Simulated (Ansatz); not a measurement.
# The gap of CaTiN2 (Pmmn): a ladder of methods and an error budget, part 2 of 3

Aim: a best estimate of the quasiparticle gap of CaTiN2 (Pmmn), with each correction and its cost laid out.

Ansatz 0.2.0; density functionals, hybrids, G0W0, plane waves, PAW. Known limits of the many-body steps: not at the basis limit; coarse k mesh.

So far. Step 4 (HSE06): The gap stands +0.76 eV against r2SCAN. Step 5 (PBE0): The gap stands +1.46 eV against r2SCAN.

In doubt: masses and optical values from hybrid runs of this build are listed as unsure (step 10), which bears on the screening that GW takes from such a start.

**6. Dielectric tensor**

The response to a uniform field gives ε∞, a yardstick for the screening that GW builds on its mesh.

This step: dielectric response by perturbation theory, r2SCAN, plane waves, PAW.

The input, input.yaml:

```yaml
crystal:
  lattice:
    - [3.6131, 0.0, 0.0]
    - [0.0, 3.9365, 0.0]
    - [0.0, 0.0, 7.5421]
  atoms:
    - { symbol: Ca, position: [0.0, 0.5, 0.8496394539] }
    - { symbol: Ca, position: [0.5, 0.0, 0.1503605461] }
    - { symbol: Ti, position: [0.0, 0.5, 0.407547735] }
    - { symbol: Ti, position: [0.5, 0.0, 0.592452265] }
    - { symbol: "N", position: [0.5, 0.5, 0.5283250645] }
    - { symbol: "N", position: [0.0, 0.0, 0.4716749355] }
    - { symbol: "N", position: [0.0, 0.5, 0.1641950872] }
    - { symbol: "N", position: [0.5, 0.0, 0.8358049128] }
kpoints:
  mp_grid: { grid: [6, 6, 4] }
hamiltonian:
  xc: r2scan
scf:
  occupations: { method: fixed }
dielectric: {}
```

The run is started by

```console
ansatz run input.yaml --threads 3 --pin off --max-ram 64512MiB --backend cuda --events-out ev --progress --plain --runs-dir out --devices 1 --max-vram 24GiB  # rebuilt from the run's record
```

Numbers of over 12 decimals in the logs are rounded to 6 here.

The program printed:

```text
GPUs: using 1 of 1 available (devices: 1).
[...]
GPU FFT provider: cuFFT
GPU libraries: cuBLAS 13.8.2, cuFFT 12.4.0, cuSOLVER 12.3.4
Crystal: 8 atoms, lattice volume = 107.271 Å³
Basis set: ecut = 500 eV, 2729 PW (Γ), exchange–correlation on 120×120×240 points (64 copies of the dense FFT grid, shifted against one another)
Bands: 40, of which v1, the nominal top of the filled ones, is band 32 counted from 1 (31 counted from 0)
Symmetry: 8 space group operations
k-points: 76 of 144 (irreducible under 1 space group operation, time reversal used)
[...]
GPU buffer pool allocated for 54000 grid points (all kernels)
GPU transforms: local potential: pruned to the plane-wave sphere, on 27×30×60; band sums: pruned to the plane-wave sphere, on 30×30×60
[...]
SCF iter   1: F=—  HF=-10204.295925 eV  |F-HF|=—  |Δ(HF+E_count)|=         —  Δρ=1.74e-2  dr2=4.24e-1  dr2_τ=4.80e-1  ethr=1.77e-3  ⟨swp⟩=4.1  Hψ=11605  notcnv=0  defer=408
[...]
SCF iter  11: F=-10204.486741 eV  HF=-10204.486741 eV  |F-HF|=1.82e-12  |Δ(HF+E_count)|=  5.82e-11  Δρ=8.10e-8  dr2=6.82e-12  dr2_τ=7.27e-13  ethr=1.00e-12  ⟨swp⟩=10.0  Hψ=12385  notcnv=0
SCF 1 converged in 11 iterations: F = -10204.486741 eV  dr2 = 6.82e-12
[...]
the response reads at least the filled bands of the reference SCF and the lowest empty band at each k-point, and that SCF's band table does not vouch for those bands. The notice of the band table in this run's record says why
[...]
SCF converged after 11 iterations
Free energy (F): -10204.486741 eV
[...]
Internal energy: -10204.486741 eV  (E = F + TS)
E sigma→0 (E₀):  -10204.486741 eV
Fermi energy:    9.811308 eV
[...]
--- Band table (eV; the first three rows and the last of 76) ---
  k-point 0: bands = [... 28 lower, 8.5655, 9.0878, 9.6914, 9.8113, 10.8858, 12.6399, 13.1588, 13.4756, ... 4 higher]
  k-point 1: bands = [... 28 lower, 8.6502, 9.1225, 9.6688, 9.6975, 10.8875, 12.7833, 13.0972, 13.1505, ... 4 higher]
  k-point 2: bands = [... 28 lower, 8.7125, 9.1788, 9.5648, 9.6438, 10.8892, 12.8992, 12.9959, 13.1423, ... 4 higher]
  k-point 75: bands = [... 28 lower, 8.1636, 8.1636, 8.8883, 8.8883, 12.5778, 12.5778, 12.6509, 12.6509, ... 4 higher]
--- Dielectric response (ions clamped): 3 representative field directions + reference, inside a basis on a mesh of 2048 k-points (Σ response iterations 21) ---
  ε∞ (high-frequency dielectric tensor):
        7.452780     0.000000     0.000000
        0.000000     8.182582     0.000000
        0.000000     0.000000     6.990282
  Born effective charges Z* (e; rows j = field, columns β = displacement):
    site 0:
         2.29672    0.00000    0.00000
         0.00000    2.33320    0.00000
         0.00000    0.00000    2.99121
    site 1:
         2.29672    0.00000   -0.00000
         0.00000    2.33320    0.00000
[...]
site 2:
[...]
site 3:
[...]
site 4:
[...]
site 5:
[...]
site 6:
[...]
0.00000    0.00000   -4.74770
    site 7:
        -1.96692    0.00000    0.00000
         0.00000   -2.28058    0.00000
         0.00000    0.00000   -4.74770
  Z* charge neutrality: 1.725e-2 e pre-enforcement
  solved inside a basis spanned on kpoints, on 16×16×8 k-points: ε∞ is read to err by 4.6e-2, Z* by 3.0e-2 e (field_mesh: kpoints solves on kpoints); Z* is corrected for what the basis lacks
```

Wall time 2 min (1 × NVIDIA H100 80GB HBM3 (shared by 3 runs) with 3 threads of AMD EPYC 7R13 (Zen 3), shared host); peak memory 5.7 GiB; 4.5 min of CPU time.

Numbers from this step:

| Item | Value |
| --- | --- |
| stated error of ε∞ | 0.046 |

One over ε∞ averages 0.13, under the quarter of exact exchange in PBE0, which by this rule of thumb may open the gap too far.

High-frequency dielectric tensor:

```
7.45 0.00 0.00
0.00 8.18 0.00
0.00 0.00 6.99
```

**7. G0W0, 4×4×2 mesh, 113 empty bands, screening to 60 eV**

G0W0 replaces the xc potential by the self-energy, built once from these orbitals. Only a window of levels is corrected, while the sums run over the empty bands that the input names.

This step: G0W0 on r2SCAN, plane waves, PAW.

input.yaml: that of step 6 with these lines changed.

```diff
@@ -15,3 +15,3 @@
 kpoints:
-  mp_grid: { grid: [6, 6, 4] }
+  mp_grid: { grid: [4, 4, 2] }
 hamiltonian:
@@ -20,2 +20,7 @@
   occupations: { method: fixed }
-dielectric: {}
+gw:
+  n_empty_bands: 113
+  ecut_chi: 60
+  qp_bands: [v2, c2]
+  qp_kpoints: band_edges
+  screening: { model: contour_deformation }
```

The program printed:

```text
GPUs: using 1 of 1 available (devices: 1).
[...]
GPU FFT provider: cuFFT
GPU libraries: cuBLAS 13.8.2, cuFFT 12.4.0, cuSOLVER 12.3.4
Crystal: 8 atoms, lattice volume = 107.271 Å³
Basis set: ecut = 500 eV, 2729 PW (Γ), exchange–correlation on 108×120×240 points (64 copies of the dense FFT grid, shifted against one another)
Bands: 40, of which v1, the nominal top of the filled ones, is band 32 counted from 1 (31 counted from 0)
[...]
16    34     12.1831    -9.3274    -4.7898   -15.0850  0.7563    13.2473    13.1509  root ?
    17    31      8.8923   -18.8546     3.0389   -16.0304  0.7329     9.1055     9.1070  root
    17    32      8.8923   -18.8546     3.0389   -16.0304  0.7329     9.1055     9.1070  root
    17    33     12.5777   -12.0825    -5.3813   -18.4692  0.7295    13.7093    13.5830  root ?
    17    34     12.5777   -12.0825    -5.3813   -18.4692  0.7295    13.7093    13.5830  root ?
[key lines of the parts left out:]
SCF converged after 8 iterations
Free energy (F): -10204.471905 eV
Fermi energy:    9.816229 eV
```

Elapsed: 6.2 s, on 1 × NVIDIA H100 80GB HBM3 (shared by 3 runs) with 3 threads; peak memory 1.4 GiB; 10 s of CPU time.

Numbers from this step:

| Quantity | Value |
| --- | --- |
| bands summed | 145 |
| RPA ε∞ on this mesh (eigenvalues) | 6.789, 9.348, 10.64 |
| plane waves in the screening matrix | 117 |
| G0W0 gap on the mesh | 1.734 eV |
| k of the valence top | 0, 0, 0 |
| k of the conduction bottom | 0, 0, 0 |
| starting gap on the mesh | 1.070 eV |
| least direct G0W0 gap on the computed points | 1.734 eV |

The gap on the mesh goes from 1.07 eV to 1.73 eV, a correction of +0.66 eV, though a band edge has moved to another state.

**8. G0W0, 4×4×2 mesh, 320 empty bands, screening to 120 eV**

Another rung: the empty bands reach about as high as the screening cutoff, so the two stay in balance.

input.yaml: that of step 7 with these lines changed.

```diff
@@ -21,4 +21,4 @@
 gw:
-  n_empty_bands: 113
-  ecut_chi: 60
+  n_empty_bands: 320
+  ecut_chi: 120
   qp_bands: [v2, c2]
```

The program printed:

```text
GPUs: using 1 of 1 available (devices: 1).
[...]
GPU FFT provider: cuFFT
GPU libraries: cuBLAS 13.8.2, cuFFT 12.4.0, cuSOLVER 12.3.4
Crystal: 8 atoms, lattice volume = 107.271 Å³
Basis set: ecut = 500 eV, 2729 PW (Γ), exchange–correlation on 108×120×240 points (64 copies of the dense FFT grid, shifted against one another)
Bands: 40, of which v1, the nominal top of the filled ones, is band 32 counted from 1 (31 counted from 0)
[...]
1    34     12.8994   -10.5955    -5.3914   -16.7915  0.7350    13.7503    13.7039  root
[...]
17    31      8.8923   -18.8546     2.6937   -16.0304  0.7260     8.7612     8.7618  root
    17    32      8.8923   -18.8546     2.6937   -16.0304  0.7260     8.7612     8.7618  root
    17    33     12.5777   -12.0825    -5.6946   -18.4692  0.7235    13.2983    13.2697  root
    17    34     12.5777   -12.0825    -5.6946   -18.4692  0.7235    13.2983    13.2697  root
[key lines of the parts left out:]
SCF converged after 8 iterations
Free energy (F): -10204.471905 eV
Fermi energy:    9.816229 eV
```

The job ended after 16 s (1 × NVIDIA H100 80GB HBM3 (shared by 3 runs) with 3 threads; peak memory 1.8 GiB).

This step gave:

- bands summed: 352
- RPA ε∞ on this mesh (eigenvalues): 6.671, 9.242, 10.57
- plane waves in the screening matrix: 325
- G0W0 gap on the mesh: 1.789 eV
- k of the valence top: 0, 0, 0
- k of the conduction bottom: 0, 0, 0
- starting gap on the mesh: 1.070 eV
- least direct G0W0 gap on the computed points: 1.789 eV

Against the run with 4×4×2 mesh, 113 empty bands, screening to 60 eV, the gap moves by +0.06 eV.

**9. G0W0, 4×4×2 mesh, 688 empty bands, screening to 200 eV**

input.yaml: that of step 8 with these lines changed.

```diff
@@ -21,4 +21,4 @@
 gw:
-  n_empty_bands: 320
-  ecut_chi: 120
+  n_empty_bands: 688
+  ecut_chi: 200.0
   qp_bands: [v2, c2]
```

The program printed:

```text
GPUs: using 1 of 1 available (devices: 1).
[...]
GPU FFT provider: cuFFT
GPU libraries: cuBLAS 13.8.2, cuFFT 12.4.0, cuSOLVER 12.3.4
Crystal: 8 atoms, lattice volume = 107.271 Å³
Basis set: ecut = 500 eV, 2729 PW (Γ), exchange–correlation on 108×120×240 points (64 copies of the dense FFT grid, shifted against one another)
Bands: 40, of which v1, the nominal top of the filled ones, is band 32 counted from 1 (31 counted from 0)
Symmetry: 8 space group operations
[...]
k-points: 18 of 32
[...]
GPU buffer pool allocated for 48600 grid points (all kernels)
[...]
SCF iter   1: F=—  HF=-10204.283318 eV  |F-HF|=—  |Δ(HF+E_count)|=         —  Δρ=1.77e-2  dr2=4.40e-1  dr2_τ=4.84e-1  ethr=1.77e-3  ⟨swp⟩=4.5  Hψ=2767  notcnv=0  defer=84
[...]
SCF iter   8: F=-10204.471905 eV  HF=-10204.471905 eV  |F-HF|=8.87e-9  |Δ(HF+E_count)|=   2.52e-7  Δρ=7.93e-6  dr2=7.50e-8  dr2_τ=5.11e-9  ethr=1.56e-10  ⟨swp⟩=9.1  Hψ=3385  notcnv=0
SCF 1 converged in 8 iterations: F = -10204.471905 eV  dr2 = 7.50e-8
[...]
G₀W₀ screening: q 1/18
[... further progress lines ...]
SCF converged after 8 iterations
Free energy (F): -10204.471905 eV
[...]
Internal energy: -10204.471905 eV  (E = F + TS)
E sigma→0 (E₀):  -10204.471905 eV
Fermi energy:    9.816229 eV
[...]
--- Band table (eV; the first three rows and the last of 18) ---
  k-point 0: bands = [... 28 lower, 8.5694, 9.0922, 9.6967, 9.8162, 10.8859, 12.6396, 13.1580, 13.4750, ... 4 higher]
  k-point 1: bands = [... 28 lower, 8.7165, 9.1831, 9.5695, 9.6489, 10.8894, 12.8994, 12.9953, 13.1415, ... 4 higher]
  k-point 2: bands = [... 28 lower, 8.3184, 8.7778, 8.8628, 9.1284, 12.0930, 12.7317, 12.9261, 13.1162, ... 4 higher]
  k-point 17: bands = [... 28 lower, 8.1668, 8.1668, 8.8923, 8.8923, 12.5777, 12.5777, 12.6510, 12.6510, ... 4 higher]
[...]
0    31      9.6967   -21.5444     2.3611   -19.0732  0.7265     9.5863     9.5867  root
     0    32      9.8162   -20.2238     2.4062   -17.5738  0.7241     9.5701     9.5723  root
     0    33     10.8859   -12.2472    -6.2489   -19.0976  0.7258    11.5061    11.4874  root
     0    34     12.6396    -6.2957    -4.7534   -11.6326  0.7763    13.2408    13.2231  root
     1    31      9.5695   -19.9662     2.4751   -17.2262  0.7231     9.3018     9.3045  root
     1    32      9.6489   -21.4455     2.2841   -19.0659  0.7264     9.5531     9.5534  root
     1    33     10.8894   -12.2536    -6.2580   -19.1135  0.7256    11.5099    11.4912  root
     1    34     12.8994   -10.5955    -5.5420   -16.7915  0.7328    13.5784    13.5534  root
     3    31      8.8971   -19.4657     2.6202   -16.5154  0.7162     8.5623     8.5670  root
     3    32      8.9844   -19.3458     2.4170   -16.6365  0.7178     8.6885     8.6921  root
     3    33     12.0837   -13.0516    -6.6667   -20.3792  0.7055    12.7715    12.7445  root
     3    34     12.2491   -10.6025    -5.6259   -16.8643  0.7400    12.9074    12.8851  root
     8    31      8.6292   -19.9150     2.5213   -17.1172  0.7162     8.3496     8.3528  root
     8    32      9.2404   -20.6760     2.3775   -18.1356  0.7212     9.0766     9.0775  root
     8    33     12.1903   -12.4800    -6.1650   -19.2809  0.7165    12.8492    12.8263  root
     8    34     12.5870   -10.1617    -5.5710   -16.3685  0.7386    13.2459    13.2228  root
     9    31      8.4147   -19.3725     2.7277   -16.2538  0.7148     8.0167     8.0238  root
     9    32      9.1559   -20.6975     2.4667   -18.0636  0.7227     8.9878     8.9888  root
     9    33     11.9041   -11.6055    -5.7889   -18.0311  0.7308    12.5630    12.5407  root
     9    34     12.9422   -12.3416    -6.7241   -19.7671  0.7055    13.6755    13.6435  root
    12    31      8.1161   -21.9041     2.9366   -18.7526  0.7062     7.8993     7.9012  root
    12    32      8.1161   -21.9041     2.9366   -18.7526  0.7062     7.8993     7.9012  root
    12    33     12.3338   -11.7839    -5.4811   -17.9017  0.7342    12.9926    12.9704  root
    12    34     12.3338   -11.7839    -5.4811   -17.9017  0.7342    12.9926    12.9704  root
[...]
16    31      9.3750   -19.9354     2.4225   -17.2631  0.7217     9.1229     9.1253  root
    16    32      9.3750   -19.9354     2.4225   -17.2631  0.7217     9.1229     9.1253  root
    16    33     12.1831    -9.3274    -5.1672   -15.0850  0.7504    12.7916    12.7735  root
    16    34     12.1831    -9.3274    -5.1672   -15.0850  0.7504    12.7916    12.7735  root
    17    31      8.8923   -18.8546     2.5035   -16.0304  0.7233     8.5673     8.5716  root
    17    32      8.8923   -18.8546     2.5035   -16.0304  0.7233     8.5673     8.5716  root
    17    33     12.5777   -12.0825    -5.8713   -18.4692  0.7211    13.1063    13.0931  root
    17    34     12.5777   -12.0825    -5.8713   -18.4692  0.7211    13.1063    13.0931  root
```

The job ended after 21 s (1 × NVIDIA H100 80GB HBM3 (shared by 3 runs) with 3 threads; peak memory 3.1 GiB; 42 s of CPU time).

Numbers from this step:

| Item | Value |
| --- | --- |
| bands summed | 720 |
| RPA ε∞ on this mesh (eigenvalues) | 6.655, 9.225, 10.55 |
| plane waves in the screening matrix | 693 |
| q-points in the mesh | 32 |
| G0W0 gap on the mesh | 1.901 eV |
| k of the valence top | 0, 0, 0 |
| k of the conduction bottom | 0, 0, 0 |
| starting gap on the mesh | 1.070 eV |
| Z at the valence top | 0.7265 |
| Z at the conduction bottom | 0.7258 |
| least direct G0W0 gap on the computed points | 1.901 eV |

Against the run with 4×4×2 mesh, 320 empty bands, screening to 120 eV, the gap moves by +0.11 eV.

Limits: finite bands, cutoff and mesh; coarse k mesh. v1 is the top filled band, c1 the lowest empty one. Levels before and after the correction, in eV, zero at the valence-band top of each column:

```csv
,conduction bottom,valence top
Kohn-Sham,1.07,0.00
G0W0,1.90,0.00
```

```csv
,level,occupation,energy (eV)
Kohn-Sham,Γ v2,2,-0.119
Kohn-Sham,Γ v1,2,0.000
Kohn-Sham,Γ c1,0,1.070
Kohn-Sham,Γ c2,0,2.823
G0W0,Γ v2,2,0.000
G0W0,Γ v1,2,-0.014
G0W0,Γ c1,0,1.901
G0W0,Γ c2,0,3.636
```

How the two edges are built up, in eV (the quasiparticle level is the starting level plus Σx plus Σc less Vxc):

```csv
run,edge,start,Σx,Σc,Vxc,Z,QP
145 bands,valence top,9.70,-21.54,3.09,-19.07,0.74,10.32
145 bands,conduction bottom,10.89,-12.25,-5.69,-19.10,0.73,12.05
352 bands,valence top,9.70,-21.54,2.63,-19.07,0.73,9.85
352 bands,conduction bottom,10.89,-12.25,-6.09,-19.10,0.73,11.64
720 bands,valence top,9.70,-21.54,2.36,-19.07,0.73,9.59
720 bands,conduction bottom,10.89,-12.25,-6.25,-19.10,0.73,11.49
```

 Where G0W0 reorders the edges (145 bands, 352 bands and 720 bands), the two states listed lie further apart at the start than the starting gap.

**10. G0W0@HSE06, 4×4×2 mesh, 320 empty bands, screening to 120 eV**

One-shot GW remembers its start. Another functional's orbitals and levels show by how much. Bands and cutoff differ from the step before, so it is read against an earlier run that matches them.

This step: G0W0 on HSE06, plane waves, PAW.

input.yaml: that of step 9 with these lines changed.

```diff
@@ -17,3 +17,3 @@
 hamiltonian:
-  xc: r2scan
+  xc: hse06
 scf:
@@ -21,4 +21,4 @@
 gw:
-  n_empty_bands: 688
-  ecut_chi: 200.0
+  n_empty_bands: 320
+  ecut_chi: 120
   qp_bands: [v2, c2]
```

The program printed:

```text
GPUs: using 1 of 1 available (devices: 1).
[...]
GPU FFT provider: cuFFT
GPU libraries: cuBLAS 13.8.2, cuFFT 12.4.0, cuSOLVER 12.3.4
Crystal: 8 atoms, lattice volume = 107.271 Å³
Basis set: ecut = 420 eV, 2097 PW (Γ)
Bands: 40, of which v1, the nominal top of the filled ones, is band 32 counted from 1 (31 counted from 0)
Symmetry: 8 space group operations
[...]
k-points: 18 of 32
[...]
1    33     11.2561   -11.6996    -5.7170   -17.8605  0.7683    11.7034    11.7000  root
     1    34     13.3122   -10.0056    -5.0542   -15.5924  0.7759    13.8502    13.8448  root
[...]
17    31      8.4396   -18.9417     2.5223   -16.5016  0.7635     8.5216     8.5217  root
    17    32      8.4396   -18.9417     2.5223   -16.5016  0.7635     8.5216     8.5217  root
    17    33     12.9071   -11.4726    -5.1923   -17.0666  0.7678    13.3117    13.3087  root
    17    34     12.9071   -11.4726    -5.1923   -17.0666  0.7678    13.3117    13.3087  root
[key lines of the parts left out:]
Free energy (F): -10180.616655 eV
Fermi energy:    9.421185 eV
```

Run time: 35 s. Hardware: 1 × NVIDIA H100 80GB HBM3 (shared by 3 runs) with 3 threads; peak memory 1.9 GiB; 52 s of CPU time.

Numbers from this step:

| Item | Value |
| --- | --- |
| bands summed | 352 |
| RPA ε∞ on this mesh (eigenvalues) | 5.605, 6.379, 6.410 |
| plane waves in the screening matrix | 325 |
| G0W0 gap on the mesh | 2.114 eV |
| k of the valence top | 0, 0, 0 |
| k of the conduction bottom | 0, 0, 0 |
| starting gap on the mesh | 1.831 eV |
| least direct G0W0 gap on the computed points | 2.114 eV |

Against the run with 4×4×2 mesh, 320 empty bands, screening to 120 eV on r2SCAN, the gap moves by +0.32 eV, while the start moved by +0.76 eV.

**11. G0W0@r2SCAN, 4×4×2 mesh, 320 empty bands, screening to 120 eV, plasmon pole**

A plasmon pole stands in for the full frequency dependence of the screening; this run shows what that costs in accuracy.

This step: G0W0 on r2SCAN, plane waves, PAW.

input.yaml: that of step 10 with these lines changed.

```diff
@@ -17,3 +17,3 @@
 hamiltonian:
-  xc: hse06
+  xc: r2scan
 scf:
@@ -25,2 +25,2 @@
   qp_kpoints: band_edges
-  screening: { model: contour_deformation }
+  screening: { model: godby_needs }
```

The program printed:

```text
GPUs: using 1 of 1 available (devices: 1).
[...]
GPU FFT provider: cuFFT
GPU libraries: cuBLAS 13.8.2, cuFFT 12.4.0, cuSOLVER 12.3.4
Crystal: 8 atoms, lattice volume = 107.271 Å³
Basis set: ecut = 500 eV, 2729 PW (Γ), exchange–correlation on 108×120×240 points (64 copies of the dense FFT grid, shifted against one another)
Bands: 40, of which v1, the nominal top of the filled ones, is band 32 counted from 1 (31 counted from 0)
[...]
1    34     12.8994   -10.5955    -5.2873   -16.7915  0.7934    13.8144    13.8080  root
[...]
17    31      8.8923   -18.8546     2.7113   -16.0304  0.7811     8.7793     8.7794  root
    17    32      8.8923   -18.8546     2.7113   -16.0304  0.7811     8.7793     8.7794  root
    17    33     12.5777   -12.0825    -5.6042   -18.4692  0.7797    13.3647    13.3601  root
    17    34     12.5777   -12.0825    -5.6042   -18.4692  0.7797    13.3647    13.3601  root
[key lines of the parts left out:]
SCF converged after 8 iterations
Free energy (F): -10204.471905 eV
Fermi energy:    9.816229 eV
```

Run time: 12 s. Hardware: 1 × NVIDIA H100 80GB HBM3 (shared by 3 runs) with 3 threads; peak memory 1.9 GiB.

Numbers from this step:

* bands summed: 352
* plasmon-pole fit frequency: 28.68 eV
* RPA ε∞ on this mesh (eigenvalues): 6.671, 9.242, 10.57
* plane waves in the screening matrix: 325
* G0W0 gap on the mesh: 1.768 eV
* k of the valence top: 0, 0, 0
* k of the conduction bottom: 0, 0, 0
* starting gap on the mesh: 1.070 eV
* least direct G0W0 gap on the computed points: 1.768 eV

Against the run with 4×4×2 mesh, 320 empty bands, screening to 120 eV, the gap moves by −0.02 eV.

[end of part 2 of 3]

[Paths, hosts, dates, memory and timing lines, banners, echoed tables and standing remarks are left out of the program output.]

[Logs are printed without paths, hosts, clocks, repeated set-up lines and the standing remarks that a program may print on its own settings, such as how far it seeks lower states.]

[Runs of the session that timed out or met a known fault of the program may be left out.]

[Cells called generated may have been cut or substituted from an entry of the Crystallography Open Database or the Materials Project.]

[Hosts, paths, dates, database ids (printed as entryN), source tags and the programs' standing remarks are cut or masked in the printed files.]
